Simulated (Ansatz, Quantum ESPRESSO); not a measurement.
# TbAl3 (Pm-3m): zone-centre phonons, part 3 of 3

Aim: the zone-centre modes of TbAl3 (Pm-3m).

Quantum ESPRESSO 7.5; DFT PBEsol, scalar-relativistic, plane waves, PseudoDojo norm-conserving, 4f in core pseudopotentials.

So far. Step 5 (Zone-centre response): The acoustic modes at Γ come out as far as 4.1 cm⁻¹ from zero, where they should vanish, a small numerical error. Step 6 (Modes with the sum rule): The rule moves no optical mode by more than 0.1 cm⁻¹.

### Step 9. A second program

A second program on the same cell, potentials, cutoff and meshes tests the implementation of the phonon response, not its convergence. Its k mesh is centred on Γ.

This step: DFT PBEsol, scalar-relativistic, plane waves, norm-conserving pseudopotentials, 4f in core (Ansatz 0.2.0).

input.yaml reads:

```yaml
crystal:
  lattice:
    - [4.216624352, 0.0, 0.0]
    - [0.0, 4.216624352, 0.0]
    - [0.0, 0.0, 4.216624352]
  atoms:
    - { symbol: Tb, position: [0.0, 0.0, 0.0] }
    - { symbol: Al, position: [0.5, 0.5, 0.0] }
    - { symbol: Al, position: [0.5, 0.0, 0.5] }
    - { symbol: Al, position: [0.0, 0.5, 0.5] }
kpoints:
  mp_grid: { grid: [8, 8, 8] }
hamiltonian:
  xc: pbesol
  pseudopotentials:
    kind: nc
    azcp: { Tb: "pseudopotentials/pbe/nc/lanthanide_3plus/Tb.nc.azcp" }
    accuracy: standard
scf:
  occupations: { method: cold, width: 0.27211 }
output:
  eigenvalues: true
basis:
  ecutwfc: 571.439
phonons:
  method: dfpt
```

Command:

```console
ansatz run input.yaml --threads 4 --pin off --max-ram 8192MiB --backend cpu --events-out ev --progress --plain --runs-dir out
```

Numbers of over 12 decimals in the logs are rounded to 6 here.

Output:

```text
Warning: basis.ecutwfc = 571.439 eV is below the records' recommended 680.284656 eV, and the density's cutoff is lower with it unless basis.ecutrho_ratio is high enough to keep the records' density cutoff: compare with a run at a higher cutoff
Warning: <dir> the record states the generating functional pbe (its physics header spells it `PBE`), which answers neither for hamiltonian.xc's functional nor for the pbesol family's — results may be inconsistent (PPs are generated against a specific XC)
zone centre: on kpoints.mp_grid the ground state, and the responses unless they are solved on pairs of k-points, stand on 125 of the mesh's 512 k-points, reduced under 8 symmetry operations, with k and −k counted as one. Each operation leaves every solved displacement unchanged or reverses it
Engine: ansatz 0.2.0, aarch64-unknown-linux-gnu
Pseudopotentials: kind: nc
Pseudopotential: Tb, nc, valence charge 11, recommended cutoff 680.284656 eV (normal), <dir>
Pseudopotential: Al, nc, valence charge 3, recommended cutoff 544.227725 eV (normal), Al.nc.azcp (PseudoDojo's, or run here from an input of PseudoDojo's; its table is named by hamiltonian.pseudopotentials.accuracy)
Functional definition: PBEsol
  exchange = pbesol_x
  correlation = pbesol_c
Crystal: 4 atoms, lattice volume = 74.971 Å³
Basis set: ecut = 571.439 eV, 2325 PW (Γ), exchange–correlation on 72×72×72 points (8 copies of the dense FFT grid, shifted against one another)
Bands: 14, of which v1, the nominal top of the filled ones, is band 10 counted from 1 (9 counted from 0)
Symmetry: 48 space group operations
k-points: 125 of 512 (irreducible under 8 space group operations)
Non-local potential: Tb, projectors of the file, l = 0: 2, l = 1: 2, l = 2: 2, l = 3: 1
Non-local potential: Al, projectors of the file, l = 0: 2, l = 1: 2, l = 2: 2
Initial density: superposition of atomic densities (chi_scale 0.1, normalization cell)
Initial wavefunctions: pseudopotential atomic-orbital guess
Functional: x = pbesol(κ = 0.804, μ = 0.123457), c = pbesol(β = 0.046)
SCF iter   1: F=—  HF=-1349.255511 eV  |F-HF|=—  |Δ(HF+E_count)|=         —  Δρ=2.42e-2  dr2=8.02e-1  ethr=3.10e-3  ⟨swp⟩=6.0  Hψ=10465  notcnv=0
preconditioner: auto → Kerker (q_TF=auto, 2.189 Å⁻¹)  [metal: Δε(μ)=0.161 eV  Ē_g=5.707 eV  σ=0.272 eV  W_gap=0.42  n_scr=18 (ndim 8)  ℏωp=14.9 eV  f_vac=0.000  D(μ)=1.21/eV (n_scr^D=6)]
SCF iter   2: F=—  HF=-1349.091305 eV  |F-HF|=—  |Δ(HF+E_count)|=   1.64e-1  S|Δr|=    0.00e0  Δρ=1.50e-2  dr2=3.06e-1  ethr=3.10e-3  ⟨swp⟩=1.1  Hψ=2760  notcnv=0
SCF iter   3: F=—  HF=-1348.984511 eV  |F-HF|=—  |Δ(HF+E_count)|=   1.07e-1  S|Δr|=    0.00e0  Δρ=1.66e-3  dr2=1.73e-3  ethr=1.53e-3  ⟨swp⟩=2.0  Hψ=2477  notcnv=0
SCF iter   4: F=—  HF=-1348.983549 eV  |F-HF|=—  |Δ(HF+E_count)|=   9.62e-4  S|Δr|=    0.00e0  Δρ=2.49e-4  dr2=4.72e-5  ethr=8.63e-6  ⟨swp⟩=3.0  Hψ=3444  notcnv=0
SCF iter   5: F=—  HF=-1348.983543 eV  |F-HF|=—  |Δ(HF+E_count)|=   6.34e-6  S|Δr|=    0.00e0  Δρ=4.87e-5  dr2=2.28e-6  ethr=2.36e-7  ⟨swp⟩=2.3  Hψ=2593  notcnv=0
SCF iter   6: F=—  HF=-1348.983542 eV  |F-HF|=—  |Δ(HF+E_count)|=   4.89e-7  S|Δr|=    0.00e0  Δρ=8.72e-6  dr2=1.10e-7  ethr=1.14e-8  ⟨swp⟩=2.3  Hψ=2698  notcnv=0
SCF iter   7: F=—  HF=-1348.983542 eV  |F-HF|=—  |Δ(HF+E_count)|=   3.43e-8  S|Δr|=    0.00e0  Δρ=1.02e-6  dr2=1.81e-9  ethr=5.49e-10  ⟨swp⟩=2.4  Hψ=2716  notcnv=0
SCF iter   8: F=—  HF=-1348.983542 eV  |F-HF|=—  |Δ(HF+E_count)|=  4.07e-10  S|Δr|=    0.00e0  Δρ=1.43e-7  dr2=1.54e-11  ethr=9.07e-12  ⟨swp⟩=2.4  Hψ=2763  notcnv=0
SCF iter   9: F=-1348.983542 eV  HF=-1348.983542 eV  |F-HF|=2.27e-13  |Δ(HF+E_count)|=  2.27e-12  S|Δr|=    0.00e0  Δρ=1.61e-8  dr2=2.52e-13  ethr=1.00e-12  ⟨swp⟩=7.8  Hψ=11091  notcnv=0
SCF 1 converged in 9 iterations: F = -1348.983542 eV  dr2 = 2.52e-13
DFPT response loops at Γ: preconditioner auto → Kerker (q_TF=auto, 2.189 Å⁻¹) (partly filled bands, converged f_vac=0.000); β = 1.00, the filter's whole step (`scf.mixing.beta` (0.50) is not read by the response loops under this deck's `scf.mixing.preconditioner`; to damp them name `kerker` or `kerker_dos`, under which they read `scf.mixing.beta`, and type it under 1.00, their step now; both keys bind the ground state too); Broyden in place of MSR1
SCF converged after 9 iterations
Stability not checked: this state was not tested for a lower state beside it, because cold or Methfessel-Paxton smearing, or corrected tetrahedra, fill the levels in a way that the test cannot read (fill_not_monotonic; see scf.lower_state_search)
Free energy (F): -1348.983542 eV
Harris-Foulkes:  -1348.983542 eV  (|F-HF|=2.27e-13)
Internal energy: -1348.974359 eV  (E = F + TS)
E sigma→0 (E₀):  -1348.980481 eV
Entropy (-TS):   -0.009183 eV (-2.296 meV/atom)
Fermi energy:    9.493105 eV
--- Per-component energies (eV) ---
  E_band       = -73.175491
  E_kinetic    = 353.801744
  E_local      = -635.283969  (includes V_loc(G=0)·N_el)
  E_nonlocal   = 65.624804
  E_hartree    = 215.492235
  E_xc         = -380.951050
  E_vxc        = -288.302545  (∫ρ·V_xc dr)
  E_ewald      = -967.658123
  E_smearing   = -0.009183  (= −TS)
  E_closure    = 0.000000  (closes the sum)
  Σ components = -1348.983542   (vs F -1348.983542, Δ=0.00e0)
--- Band table (eV; the first three rows and the last of 125) ---
  k-point 0: bands = [... 6 lower, 6.5042, 8.1750, 8.1750, 8.1750, 11.1622, 11.2214, 11.2214, 11.2214]
  k-point 1: bands = [... 6 lower, 6.6189, 8.0967, 8.0967, 8.4291, 11.0773, 11.0773, 11.2900, 11.7771]
  k-point 2: bands = [... 6 lower, 6.9496, 7.8998, 7.8998, 9.1517, 10.9340, 10.9340, 11.4162, 11.4710]
  k-point 124: bands = [... 6 lower, 4.5129, 5.3392, 7.5480, 7.5480, 7.5480, 11.1791, 13.5162, 13.5162]
--- Phonons (Γ-DFPT): 3 representative perturbations + reference, on 125 of 512 k-points (Σ response iterations 9) ---
  k mesh reduced under 8 symmetry operations, with k and −k counted as one. Each operation leaves every solved displacement unchanged or reverses it
  ASR residual: 6.418e-6 → 0.000e0 eV/Å²; symmetrization residual: 2.843e-6 eV/Å²
  ASR residual per site (eV/Å²): 4.03e-7 6.42e-6 6.42e-6 6.42e-6
  Γ frequencies (cm⁻¹): 0.00 0.00 0.00 178.41 178.41 178.41 251.65 251.65 251.65 283.06 283.06 283.06
  non-analytic LO–TO correction: not included (Born effective charges unavailable; polar crystals: no LO–TO splitting at Γ)
```

Elapsed: 17 s, on 4 threads of Arm Neoverse V1, shared host; peak memory 1 GiB; 64 s of CPU time.

Read from the output:

| Item | Value |
| --- | --- |
| sum-rule residual before enforcement | 6.42e-6 eV/Å² |
| lowest optical zone-centre mode | 178.4 cm⁻¹ |

### Step 10. Side by side: QE PseudoDojo and Ansatz, PseudoDojo

Numbers from this step:

- root-mean-square difference: 0.05 cm⁻¹
- largest difference: 0.08 cm⁻¹

Frequencies side by side, by row:

| q (reciprocal lattice) | mode | QE PseudoDojo (cm⁻¹) | Ansatz, PseudoDojo (cm⁻¹) |
| --- | --- | --- | --- |
| 0 0 0 | 1 | 0 | 0 |
| 0 0 0 | 2 | 0 | 0 |
| 0 0 0 | 3 | 0 | 0 |
| 0 0 0 | 4 | 178.3 | 178.4 |
| 0 0 0 | 5 | 178.3 | 178.4 |
| 0 0 0 | 6 | 178.3 | 178.4 |
| 0 0 0 | 7 | 251.7 | 251.7 |
| 0 0 0 | 8 | 251.7 | 251.7 |
| 0 0 0 | 9 | 251.7 | 251.7 |
| 0 0 0 | 10 | 283.1 | 283.1 |
| 0 0 0 | 11 | 283.1 | 283.1 |
| 0 0 0 | 12 | 283.1 | 283.1 |

At the zone centre the largest difference (acoustic modes at Γ apart) is 0.03 % of the highest mode.

### Step 11. What came out

| Property | Result |
| --- | --- |
| space group after relaxation | Pm-3m |
| volume per atom | 18.7 Å³ |
| highest optical zone-centre mode (no LO-TO term) | 283.1 cm⁻¹ |
| lowest optical zone-centre mode | 178.3 cm⁻¹ |
| imaginary optical modes at the zone centre (no q mesh in this session) | none |
| largest difference from Ansatz, PseudoDojo | 0.08 cm⁻¹ |

In words: At the PBEsol level the optical modes of TbAl3 (Pm-3m) at the zone centre run from 178 to 283 cm⁻¹. Of the 9 optical modes, 6 are infrared active alone and 3 are silent. QE PseudoDojo and Ansatz, PseudoDojo agree to 0.08 cm⁻¹ (0.03 % of the highest mode compared) on all solved modes but the acoustic ones at Γ, without the LO-TO term. These are harmonic frequencies at zero temperature: anharmonic shifts and linewidths and thermal expansion are left out. Spin-orbit coupling is left out, which can matter for the heavy elements here. In a metal the frequencies hang on the k mesh and the smearing, most of all near Kohn anomalies. The 4f electrons are frozen in the core as for a trivalent ion, in files made for PBE, so their moments and any magnetic order are left out. The relaxation ran at 42 Ry, under the 50 Ry recommended for these files; the stress of so short a basis can leave the cell about one per cent too small. Ansatz warns that the cutoff lies 16 % under the one recommended for these files; agreement at one cutoff is not convergence. The structure comes from a database and need not be the phase that is stable at ambient conditions.

[Host names and launcher messages were left out of these logs when they were recorded.]

[Logs are printed without paths, hosts, clocks, repeated set-up lines and the standing remarks that a program may print on its own settings, such as how far it seeks lower states.]

[Hosts, paths, dates, database ids (printed as entryN), source tags and the programs' standing remarks are cut or masked in the printed files.]
